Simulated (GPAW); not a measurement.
# SnO2 (Cassiterite): the gap under uniaxial strain

Aim: the gap of SnO2 (Cassiterite) under uniaxial strain, by PBE and G0W0.

Program: GPAW 26.7.0. Level of theory: PBE and many-body steps on it, plane waves. Results are calculated unless marked as measured.

Report form: the programs' logs are mostly left out.

### 1. The starting structure

The structure is tetragonal, space group P4_2/mnm (No. 136). The conventional cell has a = 4.738 Å, b = 4.738 Å, c = 3.187 Å, α = 90.00°, β = 90.00°, γ = 90.00°. Nearest to Sn lie 6 O at 2.05 to 2.06 Å. Nearest to O lie 3 Sn at 2.05 to 2.06 Å. Farther neighbours and most contacts between anions are not listed.

The cell is from the Crystallography Open Database; fractional positions held.

### 2. Ground state

This step: GPAW 26.7.0; DFT, PBE, plane waves, PAW.

The ground-state density comes first.

The input, run.py:

```python
import json
import numpy as np
from gpaw.mpi import world
from ase import Atoms
from gpaw import GPAW, PW, FermiDirac

atoms = Atoms(['Sn', 'Sn', 'O', 'O', 'O', 'O'],
    cell=[[4.7380000000, 0.0000000000, 0.0000000000],
      [0.0000000000, 4.7380000000, 0.0000000000],
      [0.0000000000, 0.0000000000, 3.1865000000]],
    scaled_positions=[[0.0000000000, 0.0000000000, 0.0000000000],
      [0.5000000000, 0.5000000000, 0.5000000000],
      [0.3071000000, 0.3071000000, 0.0000000000],
      [0.1929000000, 0.8071000000, 0.5000000000],
      [0.6929000000, 0.6929000000, 0.0000000000],
      [0.8071000000, 0.1929000000, 0.5000000000]],
    pbc=(True, True, True))
calc = GPAW(mode=PW(600),
    xc='PBE',
    kpts={'size': (6, 6, 8), 'gamma': True},
    occupations=FermiDirac(0.001),
    nbands=-9,
    convergence={'density': 1e-6, 'bands': -3},
    maxiter=100,
    txt='gs.txt')
atoms.calc = calc
res = {'energy': atoms.get_potential_energy(), 'forces': atoms.get_forces(), 'stress': atoms.get_stress()}
kpts = calc.get_ibz_k_points()
res['kpts'] = kpts
res['eigenvalues'] = [calc.get_eigenvalues(kpt=k) for k in range(len(kpts))]
res['n_electrons'] = calc.get_number_of_electrons()
calc.write('gs.gpw')

if world.rank == 0:
    with open('result.json', 'w') as f:
        json.dump(res, f, default=lambda x: x.tolist())
```

Started as:

```console
> mpirun -n 8 gpaw python run.py
```

Elapsed: 35 s, on 8 MPI ranks of Intel Xeon 6975P-C (Granite Rapids), shared host; peak memory 1.6 GiB.

Numbers from this step:

```
total energy               : -38.44 eV
gap                        : 1.311 eV
k of the valence top       : 0, 0, 0
k of the conduction bottom : 0, 0, 0
least direct gap           : 1.311 eV
pressure                   : 4.583 GPa
```

The gap is direct, at Γ. The pressure of 5 GPa says that this functional would expand the cell; it is kept.

### 3. Empty states on the mesh, 4×4×4 mesh, 250 bands

The sums over transitions need many empty states on a uniform mesh; this step solves for them.

The input, run.py:

```python
import json
import numpy as np
from gpaw.mpi import world
from gpaw import GPAW

calc = GPAW('gs.gpw').fixed_density(kpts={'size': (4, 4, 4), 'gamma': True},
    parallel={'domain': 1, 'band': 1},
    txt='nscf.txt')
calc.diagonalize_full_hamiltonian(nbands=250)
calc.write('full.gpw', mode='all')
res = {}
kpts = calc.get_ibz_k_points()
res['kpts'] = kpts
res['eigenvalues'] = [calc.get_eigenvalues(kpt=k) for k in range(len(kpts))]
res['n_electrons'] = calc.get_number_of_electrons()

if world.rank == 0:
    with open('result.json', 'w') as f:
        json.dump(res, f, default=lambda x: x.tolist())
```

Started as:

```console
> mpirun -n 8 gpaw python run.py
```

The job ended after 45 s (8 MPI ranks; peak memory 5.1 GiB; 5.7 min of CPU time).

This step gave:

```yaml
gap: 1.311 eV
k_of_the_valence_top: 0, 0, 0
k_of_the_conduction_bottom: 0, 0, 0
least_direct_gap: 1.311 eV
k_points_computed: 21
lowest_point_of_the_top_converged_band_above_the_valence_top: 113.5938 eV
```

On this mesh the gap is 1.311 eV.

### 4. G0W0, strain +0 %

Now the one-shot GW correction: screening in the RPA, then the self-energy of the levels asked for.

This step: G0W0 on PBE, plane waves, PAW.

The input, run.py:

```python
import json
import numpy as np
from gpaw.mpi import world
from gpaw.response.g0w0 import G0W0

gw = G0W0('full.gpw',
    filename='gw',
    kpts=[0],
    bands=(24, 28),
    ecut=np.float64(130.0),
    integrate_gamma='WS',
    ppa=True,
    ecut_extrapolation=True)
gw.calculate()
res = {mode: {k: v for k, v in r.items() if k != 'sigma_eskwn'}
       for mode, r in gw.all_results.items()}

if world.rank == 0:
    with open('result.json', 'w') as f:
        json.dump(res, f, default=lambda x: x.tolist())
```

Started as:

```console
> mpirun -n 8 gpaw python run.py
```

Wall time 4.3 min (8 MPI ranks); peak memory 3 GiB; 34 min of CPU time.

This step gave:

| Item | Value |
| --- | --- |
| quasiparticle gap on the points computed | 3.177 eV |
| least direct quasiparticle gap on the computed points | 3.177 eV |
| Z at the valence top | 0.7718 |
| Z at the conduction bottom | 0.8327 |
| starting gap on the mesh | 1.311 eV |
| k of the valence top | 0, 0, 0 |
| k of the conduction bottom | 0, 0, 0 |
| gaps at the cutoffs of the extrapolation | 3.060, 3.070, 3.083 eV |

The gap on the mesh goes from 1.31 eV to 3.18 eV, a correction of +1.87 eV.

### 5. One-shot HSE06, strain +0 %

This step: one-shot HSE06 levels on PBE orbitals, plane waves, PAW.

The input, run.py:

```python
import json
import numpy as np
from gpaw.mpi import world
from gpaw.hybrids.eigenvalues import non_self_consistent_eigenvalues

dft, vxc, vxc_hyb = non_self_consistent_eigenvalues('full.gpw', 'HSE06', 24, 28, kpt_indices=[0])
res = {'dft': dft[0], 'hybrid': (dft - vxc + vxc_hyb)[0]}
if world.rank == 0:
    with open('hybrid.txt', 'w') as f:
        for k, e0, e1 in zip([0], res['dft'], res['hybrid']):
            print(k, ' '.join(f'{x:9.4f}' for x in e0), '|', ' '.join(f'{x:9.4f}' for x in e1), file=f)

if world.rank == 0:
    with open('result.json', 'w') as f:
        json.dump(res, f, default=lambda x: x.tolist())
```

Started as:

```console
> mpirun -n 8 gpaw python run.py
```

The job ended after 4.6 s (8 MPI ranks; peak memory 1.8 GiB).

This step gave:

* starting gap on the mesh: 1.311 eV
* hybrid gap on the mesh: 3.052 eV
* least direct hybrid gap on the computed points: 3.052 eV

### 6. G0W0, strain -1 %

This step: G0W0 on PBE, plane waves, PAW.

The cell differs from the one that the last finished run ended in (c 3.187 → 3.155 Å).

The input, run.py:

```python
import json
import numpy as np
from gpaw.mpi import world
from gpaw.response.g0w0 import G0W0

gw = G0W0('full.gpw',
    filename='gw',
    kpts=[0],
    bands=(24, 28),
    ecut=np.float64(130.874),
    integrate_gamma='WS',
    ppa=True,
    ecut_extrapolation=True)
gw.calculate()
res = {mode: {k: v for k, v in r.items() if k != 'sigma_eskwn'}
       for mode, r in gw.all_results.items()}

if world.rank == 0:
    with open('result.json', 'w') as f:
        json.dump(res, f, default=lambda x: x.tolist())
```

Started as:

```console
> mpirun -n 8 gpaw python run.py
```

Wall time 5 min (8 MPI ranks); peak memory 3 GiB.

This step gave:

```yaml
quasiparticle_gap_on_the_points_computed: 3.371 eV
least_direct_quasiparticle_gap_on_the_computed_points: 3.371 eV
starting_gap_on_the_mesh: 1.464 eV
k_of_the_valence_top: 0, 0, 0
k_of_the_conduction_bottom: 0, 0, 0
gaps_at_the_cutoffs_of_the_extrapolation: 3.264, 3.273, 3.286 eV
```

The gap on the mesh goes from 1.46 eV to 3.37 eV, a correction of +1.91 eV.

Ground state, empty states and screening of this cell were made anew, as for the first cell; those steps are not shown. Ions: fractional positions held.

### 7. One-shot HSE06, strain -1 %

This step: one-shot HSE06 levels on PBE orbitals, plane waves, PAW.

The input, run.py:

```python
import json
import numpy as np
from gpaw.mpi import world
from gpaw.hybrids.eigenvalues import non_self_consistent_eigenvalues

dft, vxc, vxc_hyb = non_self_consistent_eigenvalues('full.gpw', 'HSE06', 24, 28, kpt_indices=[0])
res = {'dft': dft[0], 'hybrid': (dft - vxc + vxc_hyb)[0]}
if world.rank == 0:
    with open('hybrid.txt', 'w') as f:
        for k, e0, e1 in zip([0], res['dft'], res['hybrid']):
            print(k, ' '.join(f'{x:9.4f}' for x in e0), '|', ' '.join(f'{x:9.4f}' for x in e1), file=f)

if world.rank == 0:
    with open('result.json', 'w') as f:
        json.dump(res, f, default=lambda x: x.tolist())
```

Started as:

```console
> mpirun -n 8 gpaw python run.py
```

The job ended after 4.8 s (8 MPI ranks; peak memory 1.8 GiB).

Numbers from this step:

```
starting gap on the mesh                       : 1.464 eV
hybrid gap on the mesh                         : 3.216 eV
least direct hybrid gap on the computed points : 3.216 eV
```

### 8. G0W0, strain +1 %

This step: G0W0 on PBE, plane waves, PAW.

The cell differs from the one that the last finished run ended in (c 3.155 → 3.218 Å).

The input, run.py:

```python
import json
import numpy as np
from gpaw.mpi import world
from gpaw.response.g0w0 import G0W0

gw = G0W0('full.gpw',
    filename='gw',
    kpts=[0],
    bands=(24, 28),
    ecut=np.float64(129.14),
    integrate_gamma='WS',
    ppa=True,
    ecut_extrapolation=True)
gw.calculate()
res = {mode: {k: v for k, v in r.items() if k != 'sigma_eskwn'}
       for mode, r in gw.all_results.items()}

if world.rank == 0:
    with open('result.json', 'w') as f:
        json.dump(res, f, default=lambda x: x.tolist())
```

Started as:

```console
> mpirun -n 8 gpaw python run.py
```

It took 3.5 min on 8 MPI ranks; peak memory 3.1 GiB; 25 min of CPU time.

This step gave:

```
quasiparticle gap on the points computed              : 2.978 eV
least direct quasiparticle gap on the computed points : 2.978 eV
starting gap on the mesh                              : 1.161 eV
k of the valence top                                  : 0, 0, 0
k of the conduction bottom                            : 0, 0, 0
gaps at the cutoffs of the extrapolation              : 2.858, 2.869, 2.882 eV
```

The gap on the mesh goes from 1.16 eV to 2.98 eV, a correction of +1.82 eV.

Again on this cell's own states.

### 9. One-shot HSE06, strain +1 %

This step: one-shot HSE06 levels on PBE orbitals, plane waves, PAW.

The input, run.py:

```python
import json
import numpy as np
from gpaw.mpi import world
from gpaw.hybrids.eigenvalues import non_self_consistent_eigenvalues

dft, vxc, vxc_hyb = non_self_consistent_eigenvalues('full.gpw', 'HSE06', 24, 28, kpt_indices=[0])
res = {'dft': dft[0], 'hybrid': (dft - vxc + vxc_hyb)[0]}
if world.rank == 0:
    with open('hybrid.txt', 'w') as f:
        for k, e0, e1 in zip([0], res['dft'], res['hybrid']):
            print(k, ' '.join(f'{x:9.4f}' for x in e0), '|', ' '.join(f'{x:9.4f}' for x in e1), file=f)

if world.rank == 0:
    with open('result.json', 'w') as f:
        json.dump(res, f, default=lambda x: x.tolist())
```

Started as:

```console
> mpirun -n 8 gpaw python run.py
```

Run time: 6 s. Hardware: 8 MPI ranks; peak memory 1.8 GiB.

This step gave:

```
starting gap on the mesh                       : 1.161 eV
hybrid gap on the mesh                         : 2.890 eV
least direct hybrid gap on the computed points : 2.890 eV
```

### 10. G0W0, strain -2 %

This step: G0W0 on PBE, plane waves, PAW.

The cell differs from the one that the last finished run ended in (c 3.218 → 3.123 Å).

The input, run.py:

```python
import json
import numpy as np
from gpaw.mpi import world
from gpaw.response.g0w0 import G0W0

gw = G0W0('full.gpw',
    filename='gw',
    kpts=[0],
    bands=(24, 28),
    ecut=np.float64(131.763),
    integrate_gamma='WS',
    ppa=True,
    ecut_extrapolation=True)
gw.calculate()
res = {mode: {k: v for k, v in r.items() if k != 'sigma_eskwn'}
       for mode, r in gw.all_results.items()}

if world.rank == 0:
    with open('result.json', 'w') as f:
        json.dump(res, f, default=lambda x: x.tolist())
```

Started as:

```console
> mpirun -n 8 gpaw python run.py
```

Elapsed: 4.6 min, on 8 MPI ranks; peak memory 3 GiB.

This step gave:

```yaml
quasiparticle_gap_on_the_points_computed: 3.576 eV
least_direct_quasiparticle_gap_on_the_computed_points: 3.576 eV
starting_gap_on_the_mesh: 1.621 eV
k_of_the_valence_top: 0, 0, 0
k_of_the_conduction_bottom: 0, 0, 0
gaps_at_the_cutoffs_of_the_extrapolation: 3.469, 3.478, 3.491 eV
```

The gap on the mesh goes from 1.62 eV to 3.58 eV, a correction of +1.95 eV.

Again on this cell's own states.

### 11. One-shot HSE06, strain -2 %

This step: one-shot HSE06 levels on PBE orbitals, plane waves, PAW.

The input, run.py:

```python
import json
import numpy as np
from gpaw.mpi import world
from gpaw.hybrids.eigenvalues import non_self_consistent_eigenvalues

dft, vxc, vxc_hyb = non_self_consistent_eigenvalues('full.gpw', 'HSE06', 24, 28, kpt_indices=[0])
res = {'dft': dft[0], 'hybrid': (dft - vxc + vxc_hyb)[0]}
if world.rank == 0:
    with open('hybrid.txt', 'w') as f:
        for k, e0, e1 in zip([0], res['dft'], res['hybrid']):
            print(k, ' '.join(f'{x:9.4f}' for x in e0), '|', ' '.join(f'{x:9.4f}' for x in e1), file=f)

if world.rank == 0:
    with open('result.json', 'w') as f:
        json.dump(res, f, default=lambda x: x.tolist())
```

Started as:

```console
> mpirun -n 8 gpaw python run.py
```

It took 7.1 s on 8 MPI ranks; peak memory 1.8 GiB.

This step gave:

* starting gap on the mesh: 1.621 eV
* hybrid gap on the mesh: 3.384 eV
* least direct hybrid gap on the computed points: 3.384 eV

### 12. G0W0, strain +2 %

This step: G0W0 on PBE, plane waves, PAW.

The cell differs from the one that the last finished run ended in (c 3.123 → 3.250 Å).

The input, run.py:

```python
import json
import numpy as np
from gpaw.mpi import world
from gpaw.response.g0w0 import G0W0

gw = G0W0('full.gpw',
    filename='gw',
    kpts=[0],
    bands=(24, 28),
    ecut=np.float64(128.295),
    integrate_gamma='WS',
    ppa=True,
    ecut_extrapolation=True)
gw.calculate()
res = {mode: {k: v for k, v in r.items() if k != 'sigma_eskwn'}
       for mode, r in gw.all_results.items()}

if world.rank == 0:
    with open('result.json', 'w') as f:
        json.dump(res, f, default=lambda x: x.tolist())
```

Started as:

```console
> mpirun -n 8 gpaw python run.py
```

Run time: 4.2 min. Hardware: 8 MPI ranks; peak memory 3 GiB.

This step gave:

| Property | Result |
| --- | --- |
| quasiparticle gap on the points computed | 2.780 eV |
| least direct quasiparticle gap on the computed points | 2.780 eV |
| starting gap on the mesh | 1.014 eV |
| k of the valence top | 0, 0, 0 |
| k of the conduction bottom | 0, 0, 0 |
| gaps at the cutoffs of the extrapolation | 2.657, 2.669, 2.682 eV |

The gap on the mesh goes from 1.01 eV to 2.78 eV, a correction of +1.77 eV.

Again on this cell's own states.

### 13. One-shot HSE06, strain +2 %

This step: one-shot HSE06 levels on PBE orbitals, plane waves, PAW.

The input, run.py:

```python
import json
import numpy as np
from gpaw.mpi import world
from gpaw.hybrids.eigenvalues import non_self_consistent_eigenvalues

dft, vxc, vxc_hyb = non_self_consistent_eigenvalues('full.gpw', 'HSE06', 24, 28, kpt_indices=[0])
res = {'dft': dft[0], 'hybrid': (dft - vxc + vxc_hyb)[0]}
if world.rank == 0:
    with open('hybrid.txt', 'w') as f:
        for k, e0, e1 in zip([0], res['dft'], res['hybrid']):
            print(k, ' '.join(f'{x:9.4f}' for x in e0), '|', ' '.join(f'{x:9.4f}' for x in e1), file=f)

if world.rank == 0:
    with open('result.json', 'w') as f:
        json.dump(res, f, default=lambda x: x.tolist())
```

Started as:

```console
> mpirun -n 8 gpaw python run.py
```

Wall time 3.7 s (8 MPI ranks); peak memory 1 GiB.

This step gave:

```
starting gap on the mesh                       : 1.014 eV
hybrid gap on the mesh                         : 2.732 eV
least direct hybrid gap on the computed points : 2.732 eV
```

[end of part 1 of 2]

[Paths, hosts, dates, memory and timing lines, banners, echoed tables and standing remarks are left out of the program output.]

[Logs are printed without paths, hosts, clocks, repeated set-up lines and the standing remarks that a program may print on its own settings, such as how far it seeks lower states.]

[Runs of the session that timed out or met a known fault of the program may be left out.]

[Hosts, paths, dates, database ids (printed as entryN), source tags and the programs' standing remarks are cut or masked in the printed files.]
